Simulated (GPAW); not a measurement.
Computed results, one entry a study. Some values are withheld and marked by numbers in brackets.

```json
{"subject": "A GW chain in GPAW: BaMg2Sb2 (P-3m1)", "lattice_ang": [[4.77, -0.0, 0.0], [-2.385, 4.1309, 0.0], [0.0, 0.0, 8.1]], "atoms": [["Ba", 0.0, 0.0, 0.0], ["Mg", 0.3333, 0.6667, 0.6247], ["Mg", 0.6667, 0.3333, 0.3753], ["Sb", 0.3333, 0.6667, 0.268], ["Sb", 0.6667, 0.3333, 0.732]], "method": "DFT, LDA, plane waves, PAW (and 1 further level or step)", "program": "GPAW 26.7.0", "settings_of_one_run": "cutoff 450 eV, GPAW PAW setups 1.2.1 data release, 3×3×2 k-mesh, nbands 269", "cost": "3 runs, 4.9 min in all on 4 MPI ranks of Arm Neoverse N1, shared host (the runs of this entry)", "notes": "The cell and positions come from the Crystallography Open Database and are kept as given unless a step says otherwise. Limits: no spin-orbit coupling. Only 2 of the mesh’s irreducible points were corrected, so a valley elsewhere could overtake. Bands and cutoff are finite, so the gap is not at the basis limit. The miss can reach some tenths of an eV and take either sign; the mesh is an error of its own. The 3×3×2 mesh is coarse for this cell, which bears on the long-range parts of exchange and screening.", "results": {"lda_gap": "[2]", "g0w0_gap_on_the_mesh": "1.41 eV", "g0w0_gap_over_the_zone_rigid_shift": "[1]", "gw_settings": "3×3×2 mesh, 120 bands, screening to 48 eV, Godby-Needs plasmon pole", "known_limits": "not at the basis limit; no spin-orbit coupling; coarse k mesh"}}
```

**Question.** What are the withheld values?

[1] G0W0 gap over the zone (rigid shift) (BaMg2Sb2): 1.16 eV. The mesh misses the band edges by 0.26 eV in all; a rigid shift gives 1.16 eV for the zone.
[2] LDA gap (BaMg2Sb2): 0.78 eV, indirect. A denser mesh or path gives a starting gap of 0.78 eV: the GW mesh misses a band edge, so its gaps are not the fundamental one.

[Paths, hosts, dates, memory and timing lines, banners, echoed tables and standing remarks are left out of the program output.]

[Logs are printed without paths, hosts, clocks, repeated set-up lines and the standing remarks that a program may print on its own settings, such as how far it seeks lower states.]

[Runs of the session that timed out or met a known fault of the program may be left out.]

[Hosts, paths, dates, database ids (printed as entryN), source tags and the programs' standing remarks are cut or masked in the printed files.]
